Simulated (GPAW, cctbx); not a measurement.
# Bonding in (SrO)3(LiCl)3 as X-rays see it

Question: by how much does bonding change the X-ray structure factors of (SrO)3(LiCl)3, and what does a routine refinement make of it?

The cell is a (SrO)3(LiCl)3 superlattice along [001] of the rock-salt type, started at the mean lattice constant and relaxed freely, with no substrate. All numbers below are calculated.

## 1. Find the equilibrium geometry

The density hangs on the geometry, so cell and atoms are relaxed first, with the symmetry held. The cutoff is set higher than for the density because stress converges slowly with plane waves.

Settings: GPAW 26.7.0, PBE, 900 eV, 6×6×2 k-points (along the axes of the calculation cell), Fermi–Dirac width 0.05 eV, BFGS to 0.03 eV/Å.

```text
cell
1.0
     3.659277593    0.000000000    0.000000000
     0.000000000    3.659277593    0.000000000
     0.000000000    0.000000000   15.525000000
Sr O Li Cl
3 3 3 3
Direct
0.000000000 0.000000000 0.833333333
0.500000000 0.500000000 0.000000000
0.000000000 0.000000000 0.166666667
0.500000000 0.500000000 0.833333333
0.000000000 0.000000000 0.000000000
0.500000000 0.500000000 0.166666667
0.500000000 0.500000000 0.333333333
0.000000000 0.000000000 0.500000000
0.500000000 0.500000000 0.666666667
0.000000000 0.000000000 0.333333333
0.500000000 0.500000000 0.500000000
0.000000000 0.000000000 0.666666667
```

```console
$ OMP_NUM_THREADS=1 mpirun -n 4 gpaw python run.py > gpaw.log
```

```text
BFGS:    0      -57.957096        2.172764
BFGS:    1      -58.166708        1.597898
BFGS:    2      -58.402943        0.552906
BFGS:    3      -58.431117        0.379107
...
BFGS:   18      -58.541327        0.126282
BFGS:   19      -58.544657        0.050458
BFGS:   20      -58.545339        0.025516
cell  3.6334 3.6334 16.1421  90.00 90.00 90.00
volume 213.098 A^3, largest force 0.012 eV/A, largest stress 0.23 GPa
```

After 20 steps the volume has changed by +2.5 % and the energy by -0.588 eV; the largest stress left is 0.23 GPa. It took 16 min on 4 cores of Intel(R) Xeon(R) Platinum 8488C (Sapphire Rapids) (shared host), peak memory 2.3 GiB.

Relaxed structure: P4/mmm (no. 123), a = 3.6334 Å, b = 3.6334 Å, c = 16.1421 Å, α = 90.00°, β = 90.00°, γ = 90.00°.

| atom | mult. | x | y | z |
| --- | --- | --- | --- | --- |
| Sr1 | 2 | 0 | 0 | 0.8394 |
| Sr2 | 1 | 1/2 | 1/2 | 0 |
| Cl1 | 2 | 0 | 0 | 0.3368 |
| Cl2 | 1 | 1/2 | 1/2 | 1/2 |
| O1 | 2 | 1/2 | 1/2 | 0.8366 |
| O2 | 1 | 0 | 0 | 0 |
| Li1 | 2 | 1/2 | 1/2 | 0.3092 |
| Li2 | 1 | 0 | 0 | 1/2 |

## 2. Density and charge transfer

X-rays see the whole electron density, so the PAW density is rebuilt with its core regions. Subtracting spherical free atoms from the same code cancels the cores and leaves the deformation density Δρ, the part due to bonding.

Settings: PBE, 550 eV, 7×7×2 k-points (along the axes of the calculation cell), Fermi–Dirac width 0.05 eV; primitive cell of 12 atoms.

```console
$ OMP_NUM_THREADS=1 mpirun -n 4 gpaw python run.py > gpaw.log
```

```text
|iter:   1|       0s |  -62.932132 | +0.04 |       |
|iter:   2|       2s |  -61.353087 | -1.54 | -1.00 |
|iter:   3|       3s |  -57.883957 | -0.72 | -1.06 |
...
|iter:   9|      13s |  -57.930791c| -6.01 | -3.58 |
|iter:  10|      14s |  -57.930795c| -7.12 | -3.95 |
|iter:  11|      16s |  -57.930795c| -7.97c| -4.50c|
```

```text
grid (40, 40, 180)  electrons 198.000  moved by bonding 2.558 e
deformation density beyond 0.5 A of the nuclei: max 0.167, min -0.050 e/A^3
atom        x       y       z   Voronoi charge  moment
Sr1    0.0000  0.0000  0.8394      0.308       0.00
Sr2    0.5000  0.5000  0.0000      0.354       0.00
Sr3    0.0000  0.0000  0.1606      0.308       0.00
Cl4    0.0000  0.0000  0.3368     -0.107       0.00
Cl5    0.5000  0.5000  0.5000     -0.201       0.00
Cl6    0.0000  0.0000  0.6632     -0.107       0.00
O 7    0.5000  0.5000  0.8366     -0.426       0.00
O 8    0.0000  0.0000  0.0000     -0.350       0.00
O 9    0.5000  0.5000  0.1634     -0.426       0.00
Li10   0.5000  0.5000  0.3092      0.255       0.00
Li11   0.0000  0.0000  0.5000      0.135       0.00
Li12   0.5000  0.5000  0.6908      0.255       0.00
mean inner potential of superposed free atoms 15.248 V
total magnetic moment 0.000 muB
```

Deformation density in a plane through the shortest contact of the O atom at the origin, in 0.01 e/Å³ (clipped at ±99); x from -1.6 to 4.0 Å, y from 2.4 down to -2.4 Å:

```text
  6   0   2  -6   .   .   5   1   1   4   4   .   .   .   5   2
  2  -1  -1   3   0   1   2  -1  -1   2   5   3   0   2   2   1
 -2  -3  -3  -1   1   0  -2  -3  -2   0   3   4   4   2   0  -1
 -4  -4  -2   1   3   2   0  -2  -2  -2   0   1   1   0  -1  -1
 -3  -2   2   8  11  10   6   1  -1  -2  -1  -1  -1  -1  -1  -1
 -1   1   7  13   .  10  10   5   1  -1  -1   .  -1  -2  -1   0
  0   2   9   6   .   .  11   8   2   0   .   .   0  -2  -1   0
 -1   1   7  13   .  10  10   5   1  -1  -1   .  -1  -2  -1   0
 -3  -2   2   8  11  10   6   1  -1  -2  -1  -1  -1  -1  -1  -1
 -4  -4  -2   1   3   2   0  -2  -2  -2   0   1   1   0  -1  -1
 -2  -3  -3  -1   1   0  -2  -3  -2   0   3   4   4   2   0  -1
  2  -1  -1   3   0   1   2  -1  -1   2   5   3   0   2   2   1
  6   0   2  -6   .   .   5   1   1   4   4   .   .   .   5   2
```

Atoms in or within 0.15 Å of the plane: O (0.0, 0.0), Li (2.4, 0.0) Å. Dots mark points within about 0.45 Å of a nucleus; large values next to them are atomic features.

O gains most (-0.40 e) and Sr loses most (+0.32 e), in averages over each element's sites, as electronegativity suggests. Such charges fall far short of formal ones, since overlapping free atoms already put density on their neighbours. Along the shortest contact from the O atom at the map's origin, O–Li at 2.35 Å, Δρ is +0.03 e/Å³ at the midpoint and highest, +0.12, 0.67 Å from O (points within 0.5 Å of a nucleus left out): little piles up between the atoms, as in an ionic contact (the run has a band gap). At the midpoints of other shortest contacts it is +0.01 (Sr–O, 2.57 Å), +0.03 (Cl–Li, 2.57 Å) and +0.01 (Sr–Cl, 2.84 Å) e/Å³. Point values carry grid noise of about 0.01 e/Å³. The run needed 11 iterations, 27 s.

## 3. Structure factors

The Fourier components of Δρ, added to those of the free atoms, give the static X-ray structure factors; the Mott–Bethe relation turns them into the Fourier components V of the potential that fast electrons feel.

```text
static structure factors of the conventional cell: F in electrons, V (Mott-Bethe) in volts
   h  k  l      d  |F| table  |F| free   |F| DFT   change   |V| free  |V| DFT  change %
   0  0  1 16.1421    54.362    54.413    54.530    0.117     2.953    2.298    -22.2
   0  0  2  8.0710     5.473     5.482     5.546    0.063     0.147    0.058    -60.5
   0  0  3  5.3807    24.458    24.513    25.000    0.487     1.024    0.720    -29.6
   0  0  4  4.0355     9.093     9.107     9.060   -0.047     0.200    0.216      8.2
   1  0  0  3.6334    38.082    38.168    37.929   -0.239     1.656    1.724      4.1
   1  0  1  3.5447     0.831     0.835     0.835   -0.000     0.028    0.028     -0.1
   1  0  2  3.3132    68.870    69.011    68.610   -0.400     2.771    2.865      3.4
   0  0  5  3.2284    34.723    34.678    35.231    0.553     0.736    0.612    -16.8
   1  0  3  3.0112    41.419    41.519    40.080   -1.439     1.069    1.350     26.3
   1  0  4  2.7002    81.646    81.741    81.270   -0.471     3.244    3.318      2.3
   0  0  6  2.6903   148.771   148.656   150.501    1.844     6.949    6.662     -4.1
   1  1  0  2.5692   149.572   149.448   151.055    1.608     6.893    6.665     -3.3
   1  1  1  2.5373    46.130    45.998    46.708    0.710     1.238    1.140     -7.9
   1  1  2  2.4482     4.512     4.511     4.505   -0.005     0.139    0.139      0.5
```

The largest X-ray change is +1.84 e on 006, 1.2 % of |F|. For electrons V goes as (Z − F)/g², so a change of F counts against Z − F, which is small at low angle and wherever the atoms' terms cancel: |V| of 002 moves by -60.5 % (0.15 to 0.06 V) against +1.1 % in |F|. These compare absolute values; so weak a component may also change sign. The last three rows still change by up to 1.61 e; the table stops while the angles are still low. The tabulated Hartree–Fock atoms differ from the free DFT atoms by up to 0.14 e, so the choice of reference atom matters too.

## 4. Refining ordinary atoms against data with bonding

Routine crystallography fits spherical atoms. To see the bias, intensities are simulated from tabulated atoms plus the DFT change ΔF, so that bonding alone can misfit (9738 reflections of the full sphere, merged to the counts below, to 0.45 Å, 1.5 % proportional noise plus counting noise, assumed isotropic U as listed, Δρ smeared by the mean U) and refined with cctbx over different ranges.

| range | data | R1 | GooF | U Sr1 (true 0.0036) | U Sr2 (true 0.0036) | U Cl1 (true 0.0047) | U Cl2 (true 0.0047) | largest shift (Å) | Δρ max, min (e/Å³) |
| --- | --- | --- | --- | --- | --- | --- | --- | --- | --- |
| all data | 832 | 0.0052 | 1.02 | 0.0036 | 0.0036 | 0.0047 | 0.0047 | 0.0008 | 0.31, -0.27 |
| low resolution, d > 0.84 | 164 | 0.0050 | 1.40 | 0.0036 | 0.0036 | 0.0047 | 0.0046 | 0.0019 | 0.15, -0.12 |
| high order, d < 0.75 | 616 | 0.0055 | 0.90 | 0.0036 | 0.0036 | 0.0047 | 0.0047 | 0.0005 | 0.21, -0.27 |
| occupancies free, d > 0.7 | 262 | 0.0046 | 1.12 | 0.0036 | 0.0036 | 0.0048 | 0.0048 | 0.0010 | 0.20, -0.13 |

With all data GooF is 1.02, diluted by the many high-angle data; the misfit shows at low resolution; the top residual peak lies 0.97 Å from Cl and 1.87 Å from Sr. No U is off by more than 3 s.u. at low resolution. With Sr1 held at 1 and the scale free, the other occupancies refine to Sr2 1.000(0.001), Cl1 1.004(0.002), Cl2 1.004(0.003) and O1 1.030(0.005), on sites that are all full: they absorb part of the misfit, and only ratios to the fixed site mean anything.

## 5. Answer

Bonding moves 2.56 e in the primitive cell of (SrO)3(LiCl)3 and changes the structure factors of the conventional cell in the table above by at most 1.84 e (006, 1.2 %), and among reflections above 2 % of the strongest by up to 3.5 % (103). The shortest bond, O–Li, has Δρ = +0.03 e/Å³ at its midpoint, which with the charge transfer marks a mainly ionic contact. With all data GooF is 1.02, diluted by the many high-angle data. Limits: static density, frozen cores, no spin–orbit coupling.

[Outputs are excerpts: Python notices, other lines and further rows are left out; steps that failed or that the build refused (PBEsol, TPSS) are not shown.]

[Logs are printed without paths, hosts, clocks, repeated set-up lines and the standing remarks that a program may print on its own settings, such as how far it seeks lower states.]
